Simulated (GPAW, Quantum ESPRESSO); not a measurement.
# Core-hole calculation of the C K edge in C (Diamond, Fd-3m)

Do two independent programs agree on the C K edge of C (Diamond, Fd-3m)? The same cell and functional are run with XSpectra and with GPAW.

Main program and level: Quantum ESPRESSO 7.5; core-hole supercells, plane-wave PAW PBE (first program; GPAW 26.7.0 follows as the second).

Most raw output is cut from this account.

## 1. The starting structure

The structure is cubic, space group Fd-3m (No. 227). The conventional cell has a = 3.567 Å, b = 3.567 Å, c = 3.567 Å, α = 90.00°, β = 90.00°, γ = 90.00°. Nearest to C lie 4 C at 1.54 Å.

Structure file:

```cif
data_structure
_symmetry_space_group_name_H-M 'Fd-3m:1'
_symmetry_Int_Tables_number 227
_cell_length_a 3.5667
_cell_length_b 3.5667
_cell_length_c 3.5667
_cell_angle_alpha 90.000
_cell_angle_beta 90.000
_cell_angle_gamma 90.000
_cell_volume 45.37
loop_
_atom_site_label
_atom_site_type_symbol
_atom_site_symmetry_multiplicity
_atom_site_Wyckoff_symbol
_atom_site_fract_x
_atom_site_fract_y
_atom_site_fract_z
_atom_site_occupancy
C1 C 8 a 0.25000 0.25000 0.25000 1
```

## 2. Ground state of the crystal (Quantum ESPRESSO)

A plain self-consistent run shows whether there is a gap, which decides the set-up of the core-hole run.

The PAW data sets are made with ld1.x, with reconstruction data.

The input, scf.in:

```
&control
   calculation='scf', prefix='x', pseudo_dir='../pp', outdir='tmp', tprnfor=.true.
/
&system
   ibrav=0, nat=2, ntyp=2, nbnd=8
   ecutwfc=43, ecutrho=360
   occupations='smearing', smearing='mv', degauss=0.015
/
&electrons
   conv_thr=2.0e-08, electron_maxstep=120
   mixing_beta=0.5
/
ATOMIC_SPECIES
C3 1.0 C.pbe-n-kjpaw.UPF
C 1.0 C.pbe-n-kjpaw.UPF
CELL_PARAMETERS angstrom
  0.00000000 1.78337000 1.78337000
  1.78337000 0.00000000 1.78337000
  1.78337000 1.78337000 0.00000000
ATOMIC_POSITIONS crystal
C3   0.75000000 0.75000000 0.75000000
C    0.50000000 0.50000000 0.50000000
K_POINTS automatic
13 13 13 0 0 0
```

Command:

```
OMP_NUM_THREADS=1 mpirun --oversubscribe --bind-to none -np 4 pw.x -nk 4 -in scf.in > scf.out
```

Elapsed: 1.7 s, on 4 MPI ranks of Arm Neoverse V1, shared host; peak memory 0.05 GiB; 6.6 s of CPU time.

Absorbing atoms carry a label of their own (element plus a letter or digit), as the spectrum program needs them as separate species.

The mesh shows a gap of 4.16 eV, so the hole is first treated in a charged cell, without the excited electron.

## 3. Spectrum without a core hole, C atom 1 (Quantum ESPRESSO)

This cheap baseline ignores the attraction of the hole: it shows the absorber's empty states as they are in the ground state.

The absorber has 4 C at 1.54 Å (tetrahedral, site symmetry -43m).

The input, xspectra.in:

```
&input_xspectra
   calculation='xanes_dipole', edge='K'
   prefix='x', outdir='tmp', xiabs=1, xe0=15.4313
   xonly_plot=.false., x_save_file='xanes.sav'
   xniter=3000, xcheck_conv=20, xerror=0.005
   xcoordcrys=.false., xepsilon(1)=1, xepsilon(2)=0, xepsilon(3)=0
/
&plot
   xnepoint=413, xemin=-10, xemax=45, terminator=.true., cut_occ_states=.true.
   xgamma=0.4
/
&pseudos
   filecore='../C.wfc'
/
&cut_occ
   cut_desmooth=0.1, cut_stepl=0.05, cut_stepu=0.05, cut_ierror=1e-5
/
11 11 11 0 0 0
```

Command:

```
OMP_NUM_THREADS=1 mpirun --oversubscribe --bind-to none -np 4 xspectra.x -nk 4 -in xspectra.in > xspectra.out
```

The job ended after 7.9 s (4 MPI ranks; peak memory 0.12 GiB).

The C K spectrum, C atom 1, no core hole (energy from the lowest empty level; intensity scaled to a mean of 1 over the first 20 eV; the points at xe0, where the cut of filled states can leave a spike, are interpolated):

| E (eV) | intensity |
| --- | --- |
| -2.00 | 0.04 |
| -1.25 | 0.05 |
| -0.50 | 0.07 |
| 0.25 | 0.15 |
| 1.00 | 0.31 |
| 1.75 | 0.53 |
| 2.50 | 0.75 |
| 3.25 | 0.90 |
| 4.00 | 1.34 |
| 4.75 | 1.37 |
| 5.50 | 1.20 |
| 6.25 | 1.08 |
| 7.00 | 1.29 |
| 7.75 | 1.05 |
| 8.50 | 1.23 |
| 9.25 | 1.68 |
| 10.00 | 1.50 |
| 10.75 | 1.64 |
| 11.50 | 1.23 |
| 12.25 | 0.59 |
| 13.00 | 0.34 |
| 13.75 | 0.35 |
| 14.50 | 0.52 |
| 15.25 | 0.67 |
| 16.00 | 0.82 |
| 16.75 | 1.39 |
| 17.50 | 1.07 |
| 18.25 | 1.34 |
| 19.00 | 1.37 |
| 19.75 | 1.10 |
| 20.50 | 0.80 |
| 21.25 | 0.70 |
| 22.00 | 0.47 |
| 22.75 | 0.36 |
| 23.50 | 0.43 |
| 24.25 | 0.23 |
| 25.00 | 0.28 |
| 25.75 | 0.21 |
| 26.50 | 0.18 |
| 27.25 | 0.24 |
| 28.00 | 0.27 |
| 28.75 | 0.26 |
| 29.50 | 0.23 |
| 30.25 | 0.14 |
| 31.00 | 0.11 |
| 31.75 | 0.16 |

Main maxima below 24 eV (height): 4.2 eV (1.39), 5.0 eV (1.50), 7.3 eV (1.39), 9.4 eV (1.70), 10.7 eV (1.64), 16.8 eV (1.39) and 18.9 eV (1.40). A K edge sees empty p states; a tetrahedral site has σ* states alone, so there is no π* peak.

## 4. Another broadening

The final state's lifetime shortens with energy, so measured features broaden above the edge; the saved Lanczos coefficients are redrawn with a width that grows.

The input, xspectra_plot.in:

```
&input_xspectra
   calculation='xanes_dipole', edge='K'
   prefix='x', outdir='tmp', xiabs=1, xe0=15.4313
   xonly_plot=.true., x_save_file='xanes.sav'
   xniter=3000, xcheck_conv=20, xerror=0.005
   xcoordcrys=.false., xepsilon(1)=1, xepsilon(2)=0, xepsilon(3)=0
/
&plot
   xnepoint=413, xemin=-10, xemax=45, terminator=.true., cut_occ_states=.true.
   gamma_mode='variable', gamma_energy(1)=4, gamma_energy(2)=25, gamma_value(1)=0.3, gamma_value(2)=2.5
/
&pseudos
   filecore='../C.wfc'
/
&cut_occ
   cut_desmooth=0.1, cut_stepl=0.05, cut_stepu=0.05, cut_ierror=1e-5
/
11 11 11 0 0 0
```

Command:

```
OMP_NUM_THREADS=1 xspectra.x -in xspectra_plot.in > xspectra_plot.out
```

It took 9.1 s on 1 MPI rank; peak memory 0.12 GiB.

With a Lorentzian half width 0.3 eV up to 4 eV, rising linearly to 2.5 eV at 25 eV (counted from xe0, 2.1 eV below the zero used here), the maxima are 5.0 eV (1.43), 7.1 eV (1.28), 9.5 eV (1.46) and 17.8 eV (1.03).

## 5. Supercell without a hole, the energy reference (Quantum ESPRESSO)

The photon energy needs a difference of total energies, so the cell and mesh of the coming hole run are first run without a hole.

The input, scf.in:

```
&control
   calculation='scf', prefix='x', pseudo_dir='../pp', outdir='tmp', tprnfor=.true.
/
&system
   ibrav=0, nat=32, ntyp=1, nbnd=68
   ecutwfc=43, ecutrho=360
   occupations='fixed'
/
&electrons
   conv_thr=3.2e-07, electron_maxstep=120
   mixing_beta=0.5
/
ATOMIC_SPECIES
C 1.0 C.pbe-n-kjpaw.UPF
CELL_PARAMETERS angstrom
  3.56674000 3.56674000 3.56674000
  3.56674000 -3.56674000 3.56674000
  3.56674000 -3.56674000 -3.56674000
ATOMIC_POSITIONS crystal
C    0.75000000 0.00000000 0.00000000
C    0.00000000 0.25000000 0.00000000
C    0.75000000 0.25000000 0.25000000
C    0.50000000 0.00000000 0.25000000
C    0.25000000 0.50000000 0.00000000
C    0.25000000 0.00000000 0.50000000
C    0.00000000 0.50000000 0.25000000
C    0.50000000 0.75000000 0.00000000
[... 20 atom lines left out ...]
C    0.00000000 0.25000000 0.75000000
C    0.75000000 0.75000000 0.50000000
C    0.50000000 0.75000000 0.75000000
C    0.25000000 0.50000000 0.75000000
K_POINTS automatic
4 4 4 0 0 0
```

Command:

```
OMP_NUM_THREADS=1 mpirun --oversubscribe --bind-to none -np 4 pw.x -nk 4 -in scf.in > scf.out
```

Run time: 24 s. Hardware: 4 MPI ranks; peak memory 0.19 GiB.

Reference energy: -33175.055 eV with the cores included.

## 6. The atom with a core hole (Quantum ESPRESSO)

The final state has one core electron fewer, so a PAW data set is made for an atom with that hole.

The input, C.pbe-n-kjpaw-1sch.ld1.in:

```
&input
   title='C', zed=6., rel=1, iswitch=3, dft='PBE',
   config='1s1 2s2 2p3'
/
&inputp
   file_pseudopw='C.pbe-n-kjpaw-1sch.UPF', author='',
   lpaw=.true.,
   pseudotype=3,
   lloc=-1,
   rcloc=0.9,
   which_augfun='PSQ',
   rmatch_augfun_nc=.true.,
   nlcc=.true.,
   new_core_ps=.true.,
   rcore=0.7,
   tm=.true.,
   zval=5,
   lgipaw_reconstruction=.true., use_paw_as_gipaw=.true.
/
4
2S  1  0  2.00  0.00  1.00  1.20  0.0
2S  1  0  0.00  3.00  1.00  1.20  0.0
2P  2  1  3.00  0.00  0.90  1.40  0.0
2P  2  1  0.00  0.05  0.90  1.40  0.0
```

Command:

```
ld1.x < C.pbe-n-kjpaw-1sch.ld1.in > C.pbe-n-kjpaw-1sch.ld1.out
```

Run time: 0.71 s. Hardware: 1 MPI rank; peak memory 0.12 GiB.

Removing the core electron and adding it to the valence shell costs the free atom 290.2 eV.

## 7. Supercell with FCH, C atom 1 (Quantum ESPRESSO)

The holes are 6.2 Å apart. The excited electron is left out and a uniform background balances the charge.

Changes to scf.in since step 5:

```diff
@@ -4,5 +4,6 @@
 &system
-   ibrav=0, nat=32, ntyp=1, nbnd=68
+   ibrav=0, nat=32, ntyp=2, nbnd=68
    ecutwfc=43, ecutrho=360
    occupations='fixed'
+   tot_charge=1
 /
@@ -13,2 +14,3 @@
 ATOMIC_SPECIES
+C0 1.0 C.pbe-n-kjpaw-1sch.UPF
 C 1.0 C.pbe-n-kjpaw.UPF
@@ -19,3 +21,3 @@
 ATOMIC_POSITIONS crystal
-C    0.75000000 0.00000000 0.00000000
+C0   0.75000000 0.00000000 0.00000000
 C    0.00000000 0.25000000 0.00000000
```

Command:

```
OMP_NUM_THREADS=1 mpirun --oversubscribe --bind-to none -np 4 pw.x -nk 4 -in scf.in > scf.out
```

Run time: 48 s. Hardware: 4 MPI ranks; peak memory 0.21 GiB.

Energy with the hole: -32898.065 eV, cores included.

## 8. Spectrum with FCH, C atom 1 (Quantum ESPRESSO)

The Lanczos recursion gives the spectrum without computing empty bands; each polarisation needs a run of its own on the full k mesh. xe0 is set between filled and empty states, and states below it are cut. The file of filecore holds the core orbital, taken from the hole-free data set.

Changes to xspectra.in since step 3:

```diff
@@ -2,3 +2,3 @@
    calculation='xanes_dipole', edge='K'
-   prefix='x', outdir='tmp', xiabs=1, xe0=15.4313
+   prefix='x', outdir='tmp', xiabs=1, xe0=15.3081
    xonly_plot=.false., x_save_file='xanes.sav'
@@ -17,2 +17,2 @@
 /
-11 11 11 0 0 0
+5 5 5 0 0 0
```

Command:

```
OMP_NUM_THREADS=1 mpirun --oversubscribe --bind-to none -np 4 xspectra.x -nk 4 -in xspectra.in > xspectra.out
```

The job ended after 2.7 min (4 MPI ranks; peak memory 0.15 GiB; 11 min of CPU time).

The C K spectrum, C atom 1, full core hole (charged cell) (energy from the lowest empty level; intensity scaled to a mean of 1 over the first 20 eV; the points at xe0, where the cut of filled states can leave a spike, are interpolated):

| E (eV) | intensity |
| --- | --- |
| -2.0 | 0.09 |
| -1.5 | 0.12 |
| -1.0 | 0.17 |
| -0.5 | 0.27 |
| 0.0 | 0.52 |
| 0.5 | 1.06 |
| 1.0 | 1.88 |
| 1.5 | 2.93 |
| 2.0 | 2.59 |
| 2.5 | 1.84 |
| 3.0 | 1.92 |
| 3.5 | 2.25 |
| 4.0 | 1.75 |
| 4.5 | 1.19 |
| 5.0 | 1.07 |
| 5.5 | 1.04 |
| 6.0 | 0.99 |
| 6.5 | 1.06 |
| 7.0 | 1.04 |
| 7.5 | 1.03 |
| 8.0 | 1.09 |
| 8.5 | 1.14 |
| 9.0 | 0.86 |
| 9.5 | 0.90 |
| 10.0 | 0.83 |
| 10.5 | 0.66 |
| 11.0 | 0.56 |
| 11.5 | 0.43 |
| 12.0 | 0.35 |
| 12.5 | 0.23 |
| 13.0 | 0.21 |
| 13.5 | 0.26 |
| 14.0 | 0.37 |
| 14.5 | 0.55 |
| 15.0 | 0.66 |
| 15.5 | 0.84 |
| 16.0 | 1.02 |
| 16.5 | 1.00 |
| 17.0 | 0.88 |
| 17.5 | 0.64 |
| 18.0 | 0.67 |
| 18.5 | 0.70 |
| 19.0 | 0.61 |
| 19.5 | 0.47 |
| 20.0 | 0.36 |
| 20.5 | 0.32 |
| 21.0 | 0.27 |
| 21.5 | 0.23 |
| 22.0 | 0.22 |
| 22.5 | 0.22 |
| 23.0 | 0.19 |
| 23.5 | 0.16 |
| 24.0 | 0.17 |
| 24.5 | 0.16 |
| 25.0 | 0.14 |
| 25.5 | 0.14 |
| 26.0 | 0.12 |
| 26.5 | 0.13 |
| 27.0 | 0.14 |
| 27.5 | 0.19 |
| 28.0 | 0.20 |
| 28.5 | 0.19 |
| 29.0 | 0.19 |
| 29.5 | 0.16 |
| 30.0 | 0.12 |
| 30.5 | 0.10 |
| 31.0 | 0.08 |
| 31.5 | 0.10 |
| 32.0 | 0.15 |

Main maxima below 24 eV (height): 1.6 eV (2.98), 3.4 eV (2.29), 6.8 eV (1.10), 8.4 eV (1.16), 9.6 eV (0.91) and 16.1 eV (1.02). 

The hole costs E(hole) − E(ground) = 276.99 eV, and the lowest empty level of the hole cell lies at 17.36 eV, which puts the zero at 294.35 eV. One term is added: -6.71 eV, since the hole is spin-paired here and a spin-polarised one costs that much less in the free atom (computed apart). The photon energy is then 287.64 eV. The functional and the charged cell's background leave an error of a few eV in such absolute values.

## 9. Another broadening

Changes to xspectra_plot.in since step 4:

```diff
@@ -2,3 +2,3 @@
    calculation='xanes_dipole', edge='K'
-   prefix='x', outdir='tmp', xiabs=1, xe0=15.4313
+   prefix='x', outdir='tmp', xiabs=1, xe0=15.3081
    xonly_plot=.true., x_save_file='xanes.sav'
@@ -17,2 +17,2 @@
 /
-11 11 11 0 0 0
+5 5 5 0 0 0
```

Command:

```
OMP_NUM_THREADS=1 xspectra.x -in xspectra_plot.in > xspectra_plot.out
```

It took 1.9 s on 1 MPI rank; peak memory 0.05 GiB.

With a Lorentzian half width 0.3 eV up to 4 eV, rising linearly to 2.5 eV at 25 eV (counted from xe0, 2.0 eV below the zero used here), the maxima are 1.6 eV (3.38), 3.3 eV (2.22) and 16.3 eV (0.69).

## 10. Supercell with XCH, C atom 1 (Quantum ESPRESSO)

The holes are 6.2 Å apart. The excited electron is kept in the cell, where it fills the lowest empty states and screens the hole.

Changed against the first core-hole run: core hole to XCH.

Changes to scf.in since step 7:

```diff
@@ -4,6 +4,5 @@
 &system
-   ibrav=0, nat=32, ntyp=2, nbnd=68
+   ibrav=0, nat=32, ntyp=2, nbnd=80
    ecutwfc=43, ecutrho=360
-   occupations='fixed'
-   tot_charge=1
+   occupations='smearing', smearing='gaussian', degauss=0.003
 /
```

Command:

```
OMP_NUM_THREADS=1 mpirun --oversubscribe --bind-to none -np 4 pw.x -nk 4 -in scf.in > scf.out
```

It took 42 s on 4 MPI ranks; peak memory 0.21 GiB; 2.8 min of CPU time.

Energy with the hole: -32880.328 eV, cores included.

## 11. Excitation energy, C atom 1 (Quantum ESPRESSO)

With the excited electron kept in the cell the system stays neutral, and the energy difference is an excitation energy by itself. In a small cell that electron takes up a good share of the lowest empty band, or all of one, which shifts the value from the true onset.

The total-energy difference is 294.73 eV. With the free-atom term of -6.71 eV for this edge, the photon energy is 288.02 eV.

## 12. Ground state of the crystal (GPAW)

The second program starts from its own ground state, on the same cell and functional.

The input, scf.py:

```python
import numpy as np
from ase import Atoms
from ase.parallel import parprint, paropen
from gpaw import GPAW, PW, FermiDirac, Mixer, MixerDif, setup_paths
from gpaw.test import gen
setup_paths.insert(0, '.')
gen('C', name='nch1s', xcname='PBE', corehole=(1, 0, 0), write_xml=True)
from gpaw.mpi import world
world.barrier()

atoms = Atoms('C2',
    cell=[[0, 1.78337, 1.78337],
     [1.78337, 0, 1.78337],
     [1.78337, 1.78337, 0]],
    scaled_positions=[[0.75, 0.75, 0.75],
     [0.5, 0.5, 0.5]],
    pbc=True)
atoms.calc = calc = GPAW(legacy_gpaw=True, mode=PW(500, force_complex_dtype=True), xc='PBE', setups={0: 'nch1s'},
    kpts={'size': (12, 12, 12), 'gamma': True}, occupations=FermiDirac(0.05),
    charge=0, mixer=Mixer(0.1, 5, 50), maxiter=150,
    convergence={'density': 0.0001, 'eigenstates': 1e-6}, txt='scf.txt')
energy = atoms.get_potential_energy() + calc.get_reference_energy()
ef = calc.get_fermi_level()
out = dict(energy=energy, fermi=ef, forces=atoms.get_forces().tolist())
parprint(f'all-electron energy {energy:.4f} eV, Fermi level {ef:.4f} eV')
ev = np.array([[calc.get_eigenvalues(k, s) for k in range(len(calc.get_ibz_k_points()))] for s in range(calc.get_number_of_spins())])
out['homo'], out['lumo'], out['counts'] = ev[ev < ef].max(), ev[ev > ef].min(), sorted(set((ev < ef).sum((0, 2)).tolist()))
out['filled'] = (ev[:, 0] < ef).sum(1).tolist()
import json
with paropen('out.json', 'w') as f:
    json.dump(out, f)
```

Command:

```
OMP_NUM_THREADS=1 mpirun -n 4 gpaw python scf.py
```

The job ended after 3.8 s (4 MPI ranks; peak memory 0.15 GiB).

The mesh shows a gap of 4.15 eV, so the hole is first treated in a charged cell, without the excited electron.

## 13. Spectrum without a core hole, C atom 1 (GPAW)

This cheap baseline ignores the attraction of the hole: it shows the absorber's empty states as they are in the ground state. The data set with a hole of occupation 0 only carries the core orbital.

The input, xas.py:

```python
import numpy as np
from ase import Atoms
from ase.parallel import parprint, paropen
from gpaw import GPAW, PW, FermiDirac, Mixer, MixerDif, setup_paths
from gpaw.test import gen
setup_paths.insert(0, '.')
gen('C', name='nch1s', xcname='PBE', corehole=(1, 0, 0), write_xml=True)
from gpaw.mpi import world
world.barrier()

atoms = Atoms('C2',
    cell=[[0, 1.78337, 1.78337],
     [1.78337, 0, 1.78337],
     [1.78337, 1.78337, 0]],
    scaled_positions=[[0.75, 0.75, 0.75],
     [0.5, 0.5, 0.5]],
    pbc=True)
atoms.calc = calc = GPAW(legacy_gpaw=True, mode=PW(500, force_complex_dtype=True), xc='PBE', setups={0: 'nch1s'},
    kpts={'size': (12, 12, 12), 'gamma': True}, occupations=FermiDirac(0.02),
    charge=0, mixer=Mixer(0.1, 5, 50), maxiter=150,
    convergence={'density': 0.0001, 'eigenstates': 1e-6}, txt='scf.txt')
energy = atoms.get_potential_energy() + calc.get_reference_energy()
ef = calc.get_fermi_level()
out = dict(energy=energy, fermi=ef, forces=atoms.get_forces().tolist())
parprint(f'all-electron energy {energy:.4f} eV, Fermi level {ef:.4f} eV')
ev = np.array([[calc.get_eigenvalues(k, s) for k in range(len(calc.get_ibz_k_points()))] for s in range(calc.get_number_of_spins())])
out['homo'], out['lumo'], out['counts'] = ev[ev < ef].max(), ev[ev > ef].min(), sorted(set((ev < ef).sum((0, 2)).tolist()))
out['filled'] = (ev[:, 0] < ef).sum(1).tolist()

from ase.units import Ha
from gpaw.xas import dipole_matrix_elements
nb = int(calc.get_number_of_electrons() / 2) + 10
top = nb
nscf = calc.fixed_density(kpts={'size': (11, 11, 11), 'gamma': True},
    convergence={'eigenstates': 1.0}, txt='nscf.txt')
nscf.diagonalize_full_hamiltonian(nbands=nb)
cell = atoms.cell.array
ops = [cell.T @ U.T @ np.linalg.inv(cell.T) for U in nscf.wfs.kd.symmetry.op_scc]
filled = [4]  # bands filled in the ground state, by spin
E = np.arange(-25, 34, 0.1)
fwhm = np.interp(E, [4, 25], [0.9, 3.5])
Y, X, zero, highest = 0, 0, 1e9, 1e9
for spin in range(nscf.get_number_of_spins()):
    wfs = nscf.wfs
    mine = wfs.bd.get_slice()  # this rank's bands
    A = dipole_matrix_elements(wfs.setups[0])
    eps = np.zeros((wfs.kd.nibzkpts, nb))
    d = np.zeros((3, A.shape[1], wfs.kd.nibzkpts, nb), complex)
    for kpt in wfs.kpt_u:
        if kpt.s == spin and 0 in kpt.P_ani:
            eps[kpt.k, mine] = kpt.eps_n * Ha
            d[:, :, kpt.k, mine] = (kpt.weight * wfs.nspins / 2) ** 0.5 * np.inner(A, kpt.P_ani[0])
    world.sum(eps)
    world.sum(d)
    T = np.einsum('amkn,bmkn->abkn', d, d.conj()).real
    T = sum(np.einsum('ai,ijkn,bj->abkn', R, T, R) for R in ops) / len(ops)
    empty = np.ones_like(eps, bool) & (np.arange(nb) >= filled[spin])
    zero, highest = min(zero, eps[empty].min()), min(highest, eps[:, top - 1].min())
    lines = [(eps, T, empty)] if spin == 0 else lines + [(eps, T, empty)]
for eps, T, empty in lines:
    f = np.einsum('aakn->akn', T).reshape(3, -1)
    x = eps.ravel() - zero
    w = np.interp(x, E, fwhm) / 2.35482
    g = np.exp(-0.5 * ((E[:, None] - x) / w) ** 2) / (w * (2 * np.pi) ** 0.5)
    Y = Y + (f * empty.ravel()) @ g.T
    X = X + (f * ~empty.ravel()) @ g.T
out.update(E=E.round(2).tolist(), xas=Y.tolist(), xes=X.tolist(), zero=zero, valid=highest - zero, nk=len(eps), nb=nb)
for i in range(0, len(E), 10):
    parprint(f'{E[i]:7.2f}', *(f'{v:10.3e}' for v in Y[:, i]))
import json
with paropen('out.json', 'w') as f:
    json.dump(out, f)
```

Command:

```
OMP_NUM_THREADS=1 mpirun -n 4 gpaw python xas.py
```

Elapsed: 5.6 s, on 4 MPI ranks; peak memory 0.17 GiB; 22 s of CPU time.

The C K spectrum, C atom 1, no core hole (energy from the lowest empty level; intensity scaled to a mean of 1 over the first 20 eV):

| E (eV) | intensity |
| --- | --- |
| -2.0 | 0.00 |
| -1.5 | 0.00 |
| -1.0 | 0.00 |
| -0.5 | 0.01 |
| 0.0 | 0.04 |
| 0.5 | 0.12 |
| 1.0 | 0.26 |
| 1.5 | 0.43 |
| 2.0 | 0.58 |
| 2.5 | 0.75 |
| 3.0 | 0.86 |
| 3.5 | 1.03 |
| 4.0 | 1.49 |
| 4.5 | 1.52 |
| 5.0 | 1.55 |
| 5.5 | 1.26 |
| 6.0 | 0.96 |
| 6.5 | 1.11 |
| 7.0 | 1.28 |
| 7.5 | 1.22 |
| 8.0 | 1.11 |
| 8.5 | 1.26 |
| 9.0 | 1.54 |
| 9.5 | 1.70 |
| 10.0 | 1.69 |
| 10.5 | 1.62 |
| 11.0 | 1.48 |
| 11.5 | 1.17 |
| 12.0 | 0.78 |
| 12.5 | 0.46 |
| 13.0 | 0.30 |
| 13.5 | 0.27 |
| 14.0 | 0.33 |
| 14.5 | 0.45 |
| 15.0 | 0.59 |
| 15.5 | 0.76 |
| 16.0 | 0.93 |
| 16.5 | 1.08 |
| 17.0 | 1.20 |
| 17.5 | 1.27 |
| 18.0 | 1.29 |
| 18.5 | 1.28 |
| 19.0 | 1.23 |
| 19.5 | 1.14 |
| 20.0 | 1.01 |
| 20.5 | 0.87 |
| 21.0 | 0.73 |

Main maxima below 20 eV (height): 4.2 eV (1.55), 5.0 eV (1.55), 7.1 eV (1.29), 9.7 eV (1.71) and 18.1 eV (1.29). 

The same matrix elements for filled bands give the C K emission of C atom 1 (ground-state approximation; energy from the lowest empty level, largest value 1):

| E (eV) | emission |
| --- | --- |
| -24.00 | 0.01 |
| -23.25 | 0.02 |
| -22.50 | 0.03 |
| -21.75 | 0.04 |
| -21.00 | 0.04 |
| -20.25 | 0.07 |
| -19.50 | 0.07 |
| -18.75 | 0.08 |
| -18.00 | 0.08 |
| -17.25 | 0.10 |
| -16.50 | 0.18 |
| -15.75 | 0.25 |
| -15.00 | 0.26 |
| -14.25 | 0.21 |
| -13.50 | 0.25 |
| -12.75 | 0.44 |
| -12.00 | 0.48 |
| -11.25 | 0.60 |
| -10.50 | 0.84 |
| -9.75 | 0.84 |
| -9.00 | 1.00 |
| -8.25 | 0.84 |
| -7.50 | 0.92 |
| -6.75 | 0.68 |
| -6.00 | 0.44 |
| -5.25 | 0.28 |
| -4.50 | 0.12 |
| -3.75 | 0.02 |
| -3.00 | 0.00 |
| -2.25 | 0.00 |
| -1.50 | 0.00 |
| -0.75 | 0.00 |
| 0.00 | 0.00 |
| 0.75 | 0.00 |
| 1.50 | 0.00 |
| 2.25 | 0.00 |
| 3.00 | 0.00 |

Emission maxima: -15.4 eV (0.30), -9.2 eV (1.00) and -7.6 eV (0.93).

(Part 1 of 2 ends here.)

[Logs are printed without paths, hosts, clocks, repeated set-up lines and the standing remarks that a program may print on its own settings, such as how far it seeks lower states.]

[Hosts, paths, dates, database ids (printed as entryN), source tags and the programs' standing remarks are cut or masked in the printed files.]

[Lists of maxima count a maximum above −3 eV only where it reaches 4 % of the highest in the window and stands out from its surroundings by 2 % of it (1.5 % where it reaches 55 %); shoulders and weaker maxima are passed over, and of the rest the first, up to two pre-edge ones and the few strongest are named.]
